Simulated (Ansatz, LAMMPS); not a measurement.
# Liquid W at 5000 K (67 atoms): support functions against a reference

Wanted: errors and times of a linear-scaling basis for liquid W at 5000 K (67 atoms). A setting counts as converged where the r.m.s. difference of forces stays under 1 % of the r.m.s. force.

Program: Ansatz 0.2.0. Level of theory: Kohn-Sham DFT, PBE, PAW (set soft_2), plane waves. Results are calculated unless marked as measured.

Most raw output is cut from this account.

### 1. The starting structure

The cell holds 67 atoms: 67 W. Its edges and angles: a = 10.721 Å, b = 10.721 Å, c = 10.721 Å, α = 90.0°, β = 90.0°, γ = 90.0°. 67 atoms (67 W) placed at random at 16.9 g/cm³, melted at 5000 K for 10 ps at fixed volume with the EAM W potential (Zhou et al., Acta Mater. 49, 4005 (2001)). Snapshot at the end of a hold of 10 ps at 5000 K and zero pressure.

Limits known from the start: The starting topology of bonds comes from the classical model, and needn't be the one that DFT or experiment would give. The levels lack spin–orbit coupling, which is large for the heavy elements here.

### 2. How the cell was made

A classical potential makes the cell, at a small fraction of what the same run would cost in DFT.

This step: classical MD, EAM W potential (Zhou et al., Acta Mater. 49, 4005 (2001)) (LAMMPS 22 Jul 2025 - Update 4).

Contents of in.lmp:

```
# melt-quench of W67
units metal
atom_style atomic
boundary p p p
region box block 0 10.6639 0 10.6639 0 10.6639
create_box 1 box
mass 1 183.8400   # W
create_atoms 1 random 67 626455 NULL overlap 1.89 maxtry 2000
pair_style eam/alloy
pair_coeff * * W_zhou.eam.alloy W
neigh_modify delay 0 every 1 check yes
thermo_style custom step time temp pe press density
thermo_modify norm yes
timestep 0.002
thermo 100
min_style cg
minimize 1e-4 1e-4 200 2000
reset_timestep 0
velocity all create 5000 626456 mom yes dist gaussian
fix lim all nve/limit 0.05
fix lan all langevin 5000 5000 0.2 626457 zero yes
thermo 500
run 1000 post no
unfix lim
unfix lan
thermo 833
fix md all nvt temp 5000 5000 0.2
run 5000 post no
unfix md
compute msd all msd com yes
thermo 1250
fix md all npt temp 5000 5000 0.2 iso 0 0 2
run 5000 post no
print "== T5000: mean square displacement over the hold $(c_msd[4]:%.2f) A^2"
unfix md
uncompute msd
write_dump all custom T5000.dump id type xs ys zs modify sort id
```

Command:

```
$ lmp -in in.lmp -log none -nocite
```

It took 3.7 s on 1 thread of Intel Xeon Platinum 8259CL at 2.50GHz (Skylake/Cascade Lake), shared host; peak memory 0.069 GiB.

### 3. Plane-wave single point

The first run fixes the reference, at a cutoff of 420 eV.

Contents of input.yaml:

```yaml
crystal:
  lattice:
    - [10.72091, 0.0, 0.0]
    - [0.0, 10.72091, 0.0]
    - [0.0, 0.0, 10.72091]
  atoms:
    - { symbol: W, position: [0.87736, 0.71324, 0.87212] }
    - { symbol: W, position: [0.922, 0.71381, 0.59416] }
    - { symbol: W, position: [0.0926, 0.70755, 0.75879] }
    - { symbol: W, position: [0.55939, 0.8036, 0.48394] }
    - { symbol: W, position: [0.68075, 0.69794, 0.26844] }
    - { symbol: W, position: [0.02601, 0.6649, 0.0471] }
    - { symbol: W, position: [0.08499, 0.88597, 0.49587] }
    - { symbol: W, position: [0.77198, 0.26399, 0.52985] }
[... 55 atom lines left out ...]
    - { symbol: W, position: [0.47333, 0.04855, 0.05061] }
    - { symbol: W, position: [0.23768, 0.84697, 0.08153] }
    - { symbol: W, position: [0.40448, 0.87683, 0.88154] }
    - { symbol: W, position: [0.0622, 0.28347, 0.54217] }
kpoints:
  mp_grid: { grid: [2, 2, 2] }
hamiltonian:
  xc: pbe
scf:
  occupations: { method: cold, width: 0.15 }
output:
  forces: true
  stress: true
  populations: true
  dos:
    method: { smearing: { sigma: 0.08 } }
    de: 0.1
    projected: { site_lists: { W: [W] } }
  eigenvalues: true
  write_density: true
  write_potential: true
  volumetric_format: npy
  elf: true
```

Command:

```
$ ansatz run input.yaml --threads 8 --pin off --max-ram 15872MiB --backend cpu --events-out ev --progress --plain --runs-dir out
```

The job ended after 2.2 min (8 threads of Intel Xeon Platinum 8259CL at 2.50GHz (Skylake/Cascade Lake), shared host; peak memory 12 GiB; 16 min of CPU time).

The program notes that it cut back its work space to fit the memory limit.

Numbers from this run:

```yaml
free_energy: -695714.7288 eV
free_energy_per_atom: -10383.8019 eV/atom
scf_cycles: 8
pressure: -4.277 GPa
r_m_s_force_component: 1.723 eV/Å
longest_force: 7.342 eV/Å
fermi_energy: 18.78 eV
levels_partly_filled_by_over_2_per_cent: 77
spilling_of_the_projection: 0.008386
```

The r.m.s. force component of 1.7 eV/Å sets the scale for the differences below.

### 4. Support functions low

With localised support functions most steps grow linearly with size, though the diagonalisation grows faster unless the density matrix is cut; this run measures error and cost at this size. The level low gives here a grid of 48×48×48 points and a radius of 3.97 Å.

This step: Kohn-Sham DFT, PBE, PAW (set soft_2), localised support functions (low) (Ansatz 0.2.0).

input.yaml, the sections that differ from step 3:

```yaml
scf:
  occupations: { method: cold, width: 0.15 }
  eigensolver: { kind: { support_functions: { accuracy: low } } }
  max_iter: 150
output:
  forces: true
  eigenvalues: true
# crystal, kpoints, hamiltonian: as in step 3
```

The job ended after 1.9 min (8 threads; peak memory 3.4 GiB; 14 min of CPU time).

The program notes that the band table was not solved further than the SCF left it and it switched symmetry off.

Keys that differ from the reference: support_functions.accuracy = "low" and scf.max_iter = 150.

Forces differ from the reference by 1.5 meV/Å r.m.s., 0.089 % of their size, well within a tolerance of 1 %; the energy by -0.57 meV/atom.

### 5. Support functions medium

The level medium is asked for. Here it resolves to the same grid and radius as in the run with support functions low, so the basis is not new.

This step: Kohn-Sham DFT, PBE, PAW (set soft_2), localised support functions (medium) (Ansatz 0.2.0).

input.yaml, the sections that differ from step 4:

```yaml
scf:
  occupations: { method: cold, width: 0.15 }
  eigensolver: { kind: { support_functions: { accuracy: medium } } }
  max_iter: 150
# crystal, kpoints, hamiltonian, output: as in step 4
```

Run time: 2.1 min. Hardware: 8 threads; peak memory 3.4 GiB; 15 min of CPU time.

Keys that differ from the reference: support_functions.accuracy = "medium" and scf.max_iter = 150.

Forces differ from the reference by 1.5 meV/Å r.m.s., 0.089 % of their size, well within a tolerance of 1 %; the energy by -0.57 meV/atom.

### 6. Support functions medium, radius 3.37 Å

The radius confines each support function; a larger one gives more freedom and more work per atom.

input.yaml, the sections that differ from step 5:

```yaml
scf:
  occupations: { method: cold, width: 0.15 }
  eigensolver: { kind: { support_functions: { accuracy: medium, radius: 3.37 } } }
  max_iter: 150
# crystal, kpoints, hamiltonian, output: as in step 5
```

Elapsed: 0.98 s, on 8 threads; peak memory 0.26 GiB.

The program refuses radii under 3.78 Å for these atoms at this level.

### 7. Support functions medium, radius 3.85 Å

input.yaml, the sections that differ from step 6:

```yaml
scf:
  occupations: { method: cold, width: 0.15 }
  eigensolver: { kind: { support_functions: { accuracy: medium, radius: 3.85 } } }
  max_iter: 150
# crystal, kpoints, hamiltonian, output: as in step 6
```

Wall time 2.3 min (8 threads); peak memory 3.2 GiB; 17 min of CPU time.

Keys that differ from the reference: support_functions.accuracy = "medium", support_functions.radius = 3.85 and scf.max_iter = 150.

Forces differ from the reference by 1.7 meV/Å r.m.s., 0.097 % of their size, well within a tolerance of 1 %; the energy by -0.55 meV/atom.

### 8. Support functions medium, radius 4.13 Å

input.yaml, the sections that differ from step 7:

```yaml
scf:
  occupations: { method: cold, width: 0.15 }
  eigensolver: { kind: { support_functions: { accuracy: medium, radius: 4.13 } } }
  max_iter: 150
# crystal, kpoints, hamiltonian, output: as in step 7
```

Elapsed: 2.5 min, on 8 threads; peak memory 3.7 GiB; 18 min of CPU time.

Keys that differ from the reference: support_functions.accuracy = "medium", support_functions.radius = 4.13 and scf.max_iter = 150.

Forces differ from the reference by 1.2 meV/Å r.m.s., 0.072 % of their size, well within a tolerance of 1 %; the energy by -0.58 meV/atom.

### 9. Cost against change

Differences are against the plane-wave reference (Kohn-Sham DFT, PBE, PAW (set soft_2), plane waves), whose r.m.s. force component is 1.72 eV/Å. Energies are set beside the reference only for runs with its functional, potentials and electron count. Times are for 8 threads of Intel Xeon Platinum 8259CL at 2.50GHz (Skylake/Cascade Lake), shared host. The reference's time includes the DOS, ELF, the stress and grids, which some other runs skip.

```
                                    run  Δ force, r.m.s. (meV/Å)  share of r.m.s. force (%)  Δ energy (meV/atom)  cycles     time  host memory (GiB)
                              reference                        -                          -                    -       8  2.2 min                 12
                  support functions low                     1.53                      0.089               -0.567      10  1.9 min                3.4
               support functions medium                     1.53                      0.089               -0.567      10  2.1 min                3.4
support functions medium, radius 3.85 Å                     1.67                     0.0969               -0.547      11  2.3 min                3.2
support functions medium, radius 4.13 Å                     1.23                     0.0716               -0.581      10  2.5 min                3.7
```

### 10. What the reference run shows

With the settings judged, the reference run is read for its physics.

Neighbours are counted within 3.68 Å (W-W).

Length of the force by element and coordination:

```
element  coordination  atoms  mean length of the force (eV/Å)  spread  least   most
      W           all     67                             2.56    1.52  0.308   7.34
      W             9      4                             2.63    1.54   1.42   5.25
      W            10      5                             3.01    1.60   1.17   5.68
      W            11     20                             2.56    1.25  0.985   5.39
      W            12     20                             3.36    1.67  0.816   7.34
      W            13     16                             1.68   0.854  0.308   3.00
      W            14      2                            0.542   0.174  0.368  0.717
```

States in the cell by windows of 1 eV, zero at the Fermi level; the larger projections on atomic orbitals stand beside the total:

```
from (eV)  to (eV)  total   W d   W s
      -18       -9    0.0   0.0   0.0
       -9       -8    1.1   0.0   1.1
       -8       -7    5.2   0.2   4.9
       -7       -6   10.8   1.4   9.1
       -6       -5   26.1  13.4  12.1
       -5       -4   58.8  45.7  12.2
       -4       -3   68.2  60.9   6.0
       -3       -2   80.9  73.8   5.0
       -2       -1   79.3  71.4   4.8
       -1        0   69.0  61.4   4.1
        0        1   63.8  57.0   3.5
        1        2   62.2  56.0   3.2
```

The curve was stored every 0.100 eV, coarse against its broadening of 0.08 eV, so these counts are rough.

The stored curve holds about 399 of the 938 electrons; the rest, give or take the few that broadening carries across the Fermi level, lie in deeper levels below its range.

The levels nearest the highest filled one (over half full), pooled over k-points and spins:

```
level less the highest filled one (eV)  occupation
                                -0.013        1.14
                               -0.0095         1.1
                               -0.0072        1.08
                                -0.006        1.06
                                     0        1.01
                                     0        1.00
                                0.0079       0.929
                                0.0127       0.882
                                0.0129        0.88
                                0.0233       0.784
                                0.0267       0.754
                                0.0289       0.735
```

Valence density in the bc plane at fractional x = 0.229, with atoms of W within 0.2 Å of it. It is the smooth field of the valence electrons, not physical close to the nuclei.

Values in e/Å³, 13 rows by 16 columns, each cell a mean:
```
0.1 0.2 0.3 0.2 0.1 0.2 0.4 0.4 0.4 1.7 2.6 0.6 0.2 0.2 0.2 0.1
0.1 0.2 0.2 0.2 0.3 0.2 0.1 0.1 0.2 0.7 1.1 0.3 0.2 0.1 0.1 0.1
0.2 0.3 0.3 0.3 0.3 0.2 0.2 0.2 0.2 0.2 0.2 0.2 0.3 0.7 0.6 0.2
0.3 0.4 0.3 0.3 0.3 0.2 0.3 1.7 2.1 0.5 0.2 0.3 1.1 4.3 3.8 0.7
0.2 0.3 0.3 0.4 0.5 0.4 0.7 4.1 4.6 1.2 0.3 0.3 0.7 2.8 2.3 0.4
0.2 0.5 0.8 0.5 0.5 0.4 0.4 1.1 1.3 0.6 1.4 1.9 0.6 0.3 0.2 0.2
0.4 3.3 4.4 1.4 0.4 0.3 0.6 0.5 0.3 0.3 1.4 2.1 0.5 0.2 0.1 0.1
0.3 2.2 3.3 1.0 0.3 0.5 1.1 0.7 0.2 0.2 0.2 0.4 0.6 0.5 0.2 0.1
0.3 0.3 0.4 0.4 0.9 0.7 0.4 0.3 0.3 0.2 0.2 0.9 4.0 3.5 0.6 0.2
0.4 0.3 0.3 0.6 2.0 1.1 0.3 0.3 1.8 3.1 1.1 0.8 3.2 2.8 0.5 0.3
0.4 0.6 0.5 0.4 0.5 0.4 0.4 0.6 3.1 4.5 1.6 0.3 0.6 1.0 0.6 0.3
0.8 3.8 3.6 0.6 0.2 0.7 3.4 3.1 1.0 0.8 0.3 0.3 1.6 4.5 3.1 0.5
0.6 3.1 3.0 0.4 0.2 0.9 4.0 3.5 0.7 0.5 0.5 0.4 1.0 3.3 2.0 0.3
```
Columns run along b (10.7 Å), rows up along c (10.7 Å). Atoms in or near the plane, at fractional coordinates: W at (0.86, 0.70), W at (0.80, 0.31), W at (0.42, 0.06), W at (0.50, 0.65), W at (0.13, 0.47), W at (0.11, 0.08), W at (0.57, 0.21), W at (0.85, 0.08).

ELF in the bc plane at fractional x = 0.229, with atoms of W within 0.2 Å of it. It is the smooth field of the valence electrons, not physical close to the nuclei.

Ten even steps from '_' (0.14) to '@' (0.68), each cell a mean:
```
::____..::::------::::::::::--++--==%%%%++::==--........::--
....::--++++++==--::::::..::====..==@@@@**....--::::::....::
....::==++**++--::....::::----::__..==**--__..------::::....
--::::--==++--::..____..::::::::......::::::======--::::::--
++++====++++--........----::....--==++==--======......__..==
**++====++**++--..::==++--..____..::==--::----::==##%%++..--
++--::::--++++==----++==::--##%%++..::--::--::--@@====@@++--
--____..::----::..::==----%%##++@@==..======----%%++++%%==::
--....::====::....::------%%++::@@++--==::--==::==%%%%==..::
==----==++++--::....--++::==%%%%**--==::::----==----::..::==
--::::------==--::::==**++----::::--==**%%@@**::==++==--====
....##@@%%##--==++==--::::--++++++--::**@@@@++..--==--::::--
__::@@==__%%==::==--__..----::====::__..++++--::==++--::::::
__..##%%##@@--::++--..--++==::::----....::----====--------::
--::::==++====++++==------::::--==--------::--++**--..::====
++++==----====::::--====----====--::::--::..##@@%%@@==::==++
======++++--..--**##--::==++==::......::----@@++..@@++::++++
------====::..++%%%%--..--==..--%%@@%%**==--**%%%%%%----++==
==++**++++--::--====::--++==..####--##%%--==--==++==--++++==
**++==::::--==--::::====------##%%**@@**..++**++====--::--++
--::**##**----++++==--==++++====++**++..::==::--%%@@%%==::==
::++%%==##%%::--==..--@@####%%======::::====..**@@::**@@--==
::**@@==##%%....::__++@@----@@--++**--::==++--**@@++%%##::==
::::**%%%%--__..::..==@@@@@@%%--==::::::::++++::==%%##--..==
```
Columns run along b (10.7 Å), rows up along c (10.7 Å). Atoms in or near the plane, at fractional coordinates: W at (0.86, 0.70), W at (0.80, 0.31), W at (0.42, 0.06), W at (0.50, 0.65), W at (0.13, 0.47), W at (0.11, 0.08), W at (0.57, 0.21), W at (0.85, 0.08).

Within 0.4 eV of the Fermi level the largest share is W d (93 % of the projected weight).

### 11. Distances and neighbours

These statistics describe the geometry on which the runs were made.

Density 16.6 g/cm³, 18.39 Å³ an atom.

Pair distribution function in bins of 0.1 Å:

```
r (Å)  total
 2.15   0.00
 2.25   0.17
 2.35   0.63
 2.45   0.72
 2.55   1.27
 2.65   2.17
 2.75   2.66
 2.85   2.59
 2.95   2.36
 3.05   1.98
 3.15   1.90
 3.25   1.41
 3.35   0.82
 3.45   0.48
 3.55   0.62
 3.65   0.36
 3.75   0.43
 3.85   0.56
 3.95   0.39
 4.05   0.51
 4.15   0.83
 4.25   0.68
 4.35   0.76
 4.45   0.93
 4.55   0.72
 4.65   1.15
 4.75   1.37
 4.85   1.13
 4.95   1.18
 5.05   1.13
 5.15   1.48
 5.25   1.24
 5.35   1.10
```

Bonds by pair of elements; cutoffs follow the first minimum of g(r), held within bounds set by covalent radii, and pairs that aren't listed don't count as bonded:

```
pair A-B  cutoff (Å)  bonds  mean length (Å)  spread (Å)  shortest (Å)  B about A  A about B
     W-W        3.68    391             2.97         0.3          2.25       11.7       11.7
```

How many atoms have how many bonded neighbours:

```
element  mean  9  10  11  12  13  14
      W  11.7  4   5  20  20  16   2
```

The first maximum of g(r) stands at about 2.8 Å. With the cutoffs above, 30 % of W atoms have 11 and as many 12 bonded neighbours.

The surroundings of W58, picked at random, nearest first, numbered as they follow in the input and with coordinates relative to it.

```
atom      x      y      z  distance (Å)  bonds     Fx     Fy  Fz (eV/Å)
 W58   0.00   0.00   0.00          0.00     12   2.34  -2.26       0.87
 W65  -2.35   0.27  -0.75          2.49     11  -1.15   0.47      -1.75
 W43   0.13  -2.62   0.01          2.63     10   0.90  -0.64      -0.36
 W64   0.17   2.43  -1.09          2.66     12   1.67  -3.11      -1.25
 W19  -2.32  -0.27   1.66          2.86      9   0.35   0.70       1.19
 W54  -1.11   2.40   1.13          2.87     11   0.31  -2.00       3.69
 W66  -0.57   0.59  -2.90          3.01     11   1.49  -1.70      -0.80
  W5   2.40  -1.33   1.25          3.01     13  -0.10  -0.21       0.20
 W14   2.84   0.12  -1.28          3.12     11  -0.98  -0.35      -0.03
 W35   1.00  -1.68  -2.64          3.29     11  -0.24  -1.05       0.65
 W17   2.11   1.73   1.96          3.37     11  -2.58  -0.45       1.19
 W10  -0.24  -2.25   2.67          3.50     12   0.42   0.69      -0.06
 W20  -1.85  -2.07  -2.27          3.58     14   0.15   0.21      -0.67
```

The column of bonds counts only the pairs W-W within 3.68 Å; other neighbours, such as metal atoms beside each other in a compound, aren't counted, and periodic images can show an atom twice.

### 12. What came out

```
free energy per atom        : -10383.8019 eV/atom
pressure                    : -4.277 GPa
r.m.s. force component      : 1.723 eV/Å
wall time of the 5 DFT runs : 11 min
```

Against plane waves at 420 eV, the forces differ by 1.5 meV/Å (0.089 %) with support functions medium, and by 1.2 meV/Å in the closest run (support functions medium, radius 4.13 Å). Differences between support functions and plane waves include what basis error the plane-wave run still has. As the radius goes from 3.85 to 4.13 Å, the force difference goes from 1.7 to 1.2 meV/Å, while the time lies between 2.1 min and 2.5 min.

77 levels are partly filled, by over 2 % (on the run's k-points), as in a metal. With the cutoffs above, 30 % of W atoms have 11 and as many 12 bonded neighbours.

Caveats: The force components of 1.7 eV/Å r.m.s. reflect the temperature of the frame as well as the gap between the generating potential and DFT. The stress is far from hydrostatic: its diagonal is -7.6, -0.5, -4.8 GPa, compression counted positive. The pressure of -4.3 GPa is that of one thermal frame, in which the classical model's bond lengths enter as well as the volume, without the kinetic term.

[Logs are printed without paths, hosts, clocks, repeated set-up lines and the standing remarks that a program may print on its own settings, such as how far it seeks lower states.]

[Hosts, paths, dates, database ids (printed as entryN), source tags and the programs' standing remarks are cut or masked in the printed files.]
